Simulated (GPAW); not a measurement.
The Be K edge of atom 1 in Be (Im-3m), with 8 Be at 2.17 Å and 6 Be at 2.51 Å (cube and octahedron, as in bcc, site symmetry m-3m), was computed in 2 ways: excited-electron core hole (neutral cell) and no core hole. Program and functional: GPAW, LDA, Gaussian full width 0.9 eV up to 4 eV, rising linearly to 3.5 eV at 25 eV; cells of 1 and 15 atoms (the run without a hole in the smaller).

Each run is counted from its own lowest empty level or Fermi level and scaled to a mean of 1 over its first 20 eV.

| E (eV) | run 1 | run 2 |
| --- | --- | --- |
| -2.0 | 0.00 | 0.00 |
| -1.4 | 0.00 | 0.00 |
| -0.8 | 0.01 | 0.02 |
| -0.2 | 0.19 | 0.36 |
| 0.4 | 0.49 | 1.01 |
| 1.0 | 0.69 | 1.09 |
| 1.6 | 0.63 | 0.99 |
| 2.2 | 0.49 | 1.03 |
| 2.8 | 0.71 | 1.05 |
| 3.4 | 0.57 | 1.23 |
| 4.0 | 0.70 | 1.39 |
| 4.6 | 0.80 | 1.37 |
| 5.2 | 0.86 | 1.22 |
| 5.8 | 0.87 | 1.13 |
| 6.4 | 0.85 | 1.13 |
| 7.0 | 0.89 | 1.13 |
| 7.6 | 0.92 | 1.18 |
| 8.2 | 0.88 | 1.22 |
| 8.8 | 0.92 | 1.30 |
| 9.4 | 1.02 | 1.44 |
| 10.0 | 1.12 | 1.52 |
| 10.6 | 1.25 | 1.51 |
| 11.2 | 1.36 | 1.39 |
| 11.8 | 1.36 | 1.20 |
| 12.4 | 1.33 | 1.05 |
| 13.0 | 1.32 | 1.01 |
| 13.6 | 1.37 | 1.02 |
| 14.2 | 1.51 | 1.00 |
| 14.8 | 1.69 | 0.93 |
| 15.4 | 1.80 | 0.84 |
| 16.0 | 1.74 | 0.72 |
| 16.6 | 1.52 | 0.59 |
| 17.2 | 1.20 | 0.47 |
| 17.8 | 0.88 | 0.36 |
| 18.4 | 0.63 | 0.27 |
| 19.0 | 0.44 | 0.20 |
| 19.6 | 0.33 | 0.17 |
| 20.2 | 0.28 | 0.16 |
| 20.8 | 0.26 | 0.18 |
| 21.4 | 0.27 | 0.21 |
| 22.0 | 0.28 | 0.25 |
| 22.6 | 0.31 | 0.30 |
| 23.2 | 0.36 | 0.36 |
| 23.8 | 0.42 | 0.42 |
| 24.4 | 0.49 | 0.49 |
| 25.0 | 0.55 | 0.55 |
| 25.6 | 0.61 | 0.59 |
| 26.2 | 0.64 | 0.60 |

This is not the structure that Be takes at ambient pressure and room temperature (hexagonal, No. 194); it is a model or a phase of other conditions.

**Question.** Which run is which?

Run 1: no core hole (area from −2 to 6 eV 4.1, main maxima 1.2 eV (0.71), 2.9 eV (0.72), 7.4 eV (0.92), 11.5 eV (1.37) and 15.5 eV (1.80)). Run 2: excited-electron core hole (neutral cell) (area from −2 to 6 eV 7.0, main maxima 0.8 eV (1.12), 4.2 eV (1.39) and 10.2 eV (1.53)). With each curve scaled to its own mean, the area from −2 to 6 eV with the hole is 7.0 against 4.1, and the centre of weight from −1 to 20 eV moves by -2.4 eV: the hole pulls the absorber's empty states down.

[Hosts, paths, dates, database ids (printed as entryN), source tags and the programs' standing remarks are cut or masked in the printed files.]

[Lists of maxima count a maximum above −3 eV only where it reaches 4 % of the highest in the window and stands out from its surroundings by 2 % of it (1.5 % where it reaches 55 %); shoulders and weaker maxima are passed over, and of the rest the first, up to two pre-edge ones and the few strongest are named.]
